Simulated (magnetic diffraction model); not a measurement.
## CeSn4Ru below its ordering temperature

Space group P-6m2 (no. 187), a = 5.9890 Å, c = 5.1460 Å.

| site | atom | x | y | z |
| --- | --- | --- | --- | --- |
| 1a | Ce | 0 | 0 | 0 |
| 3k | Sn | 0.4958 | 0.5042 | 1/2 |
| 1e | Sn | 2/3 | 1/3 | 0 |
| 1c | Ru | 1/3 | 2/3 | 0 |

This is a made-up structure (elements placed in a structure type, unrelaxed), so the numbers test the method and describe no known phase.

Only Ce is taken to order (form factors of Ce3+); orders and moment sizes are assumed, and not adapted to the symmetry. Radiation: neutrons of λ = 2.52 Å, 8° to 90°; isotropic B of 0.41 Å² (Ce), 0.38 Å² (Sn) and 0.51 Å² (Ru). Simulated constant-wavelength pattern: nuclear and magnetic terms add, the magnetic one as |2.695 fm × Σ f S⊥ exp(2πi Q·r) exp(−B s²)|², summed over all Q at one angle with the factor 1/(sin²θ cos θ). For collinear order S is the moment m, which repeats by lattice and centring translations R with the sign exp(−2πi k·R). Free-ion form factors, Sears's scattering lengths of 1992, no absorption; a label names one of the reflections at its angle. The strongest nuclear line in the range is 100, and lines under 0.2 are left out.

Above the ordering temperature:

| 2θ (°) | index | I |
| --- | --- | --- |
| 28.12 | (1 0 0) | 20.8 |
| 40.35 | (1 0 1) | 6.3 |
| 49.77 | (1 1 0) | 15.6 |
| 58.14 | (2 0 0) | 24.3 |
| 58.26 | (1 1 1) | 100.0 |
| 58.64 | (0 0 2) | 37.9 |
| 65.92 | (2 0 1) | 58.6 |
| 66.28 | (1 0 2) | 9.2 |
| 79.99 | (2 1 0) | 7.0 |
| 80.43 | (1 1 2) | 15.2 |
| 86.91 | (2 1 1) | 4.7 |
| 87.23 | (2 0 2) | 28.3 |

Below it (cell unchanged):

```tsv
2θ (°)	I
13.95	2.4
24.29	2.3
28.12	20.8
31.72	3.0
37.49	1.2
37.67	2.2
40.35	6.3
42.74	0.2
47.66	2.0
49.77	15.6
51.95	0.9
52.08	0.6
58.14	24.3
58.26	100.0
58.64	37.9
60.23	1.4
60.60	0.9
63.94	0.3
64.41	0.8
65.92	58.6
66.28	9.2
67.65	0.4
71.37	0.6
71.71	1.1
74.91	0.7
75.24	0.4
78.27	0.2
79.99	7.0
80.43	15.2
82.14	0.9
85.11	0.3
85.22	0.4
86.91	4.7
87.23	28.3
```

**Question.** Check that the new lines index with k = (1/2 1/2 0), then choose among these models:
A. collinear moments along [101], 1.8 μB on Ce
B. collinear moments along [001], 1.8 μB on Ce
C. collinear moments along [100], 1.8 μB on Ce

The new lines index as (1/2 -1/2 0) at 13.95°, (1/2 1/2 0) at 24.29°, (1/2 -1/2 1) at 31.72° and (3/2 -1/2 0) at 37.49°, that is as H ± k with k = (1/2 1/2 0), one of 3 inequivalent arms of its star (k and −k counted as one), which a powder can't tell apart. Half indices mean that the moments reverse under translations with k·R a half-integer, and the magnetic cell has twice the primitive volume.

Magnetic intensity, observed (below minus above) and for each model:

| 2θ (°) | index | observed | A | B | C |
| --- | --- | --- | --- | --- | --- |
| 13.95 | (1/2 -1/2 0) | 2.4 | 5.4 | 9.5 | 2.4 |
| 24.29 | (1/2 1/2 0) | 2.3 | 2.6 | 3.1 | 2.3 |
| 31.72 | (1/2 -1/2 1) | 3.0 | 2.0 | 0.7 | 3.0 |
| 37.49 | (3/2 -1/2 0) | 1.2 | 1.7 | 2.5 | 1.2 |
| 37.67 | (1/2 1/2 1) | 2.2 | 1.7 | 1.1 | 2.2 |
| 42.74 | (3/2 -3/2 0) | 0.2 | 0.5 | 1.0 | 0.2 |
| 60.60 | (1/2 -1/2 2) | 0.9 | 0.5 | <0.2 | 0.9 |
| 64.41 | (1/2 1/2 2) | 0.8 | 0.5 | <0.2 | 0.8 |

Model C matches.

The structure used: k = (1/2 1/2 0), collinear moments along [100], 1.8 μB on Ce.

[Logs are printed without paths, hosts, clocks, repeated set-up lines and the standing remarks that a program may print on its own settings, such as how far it seeks lower states.]
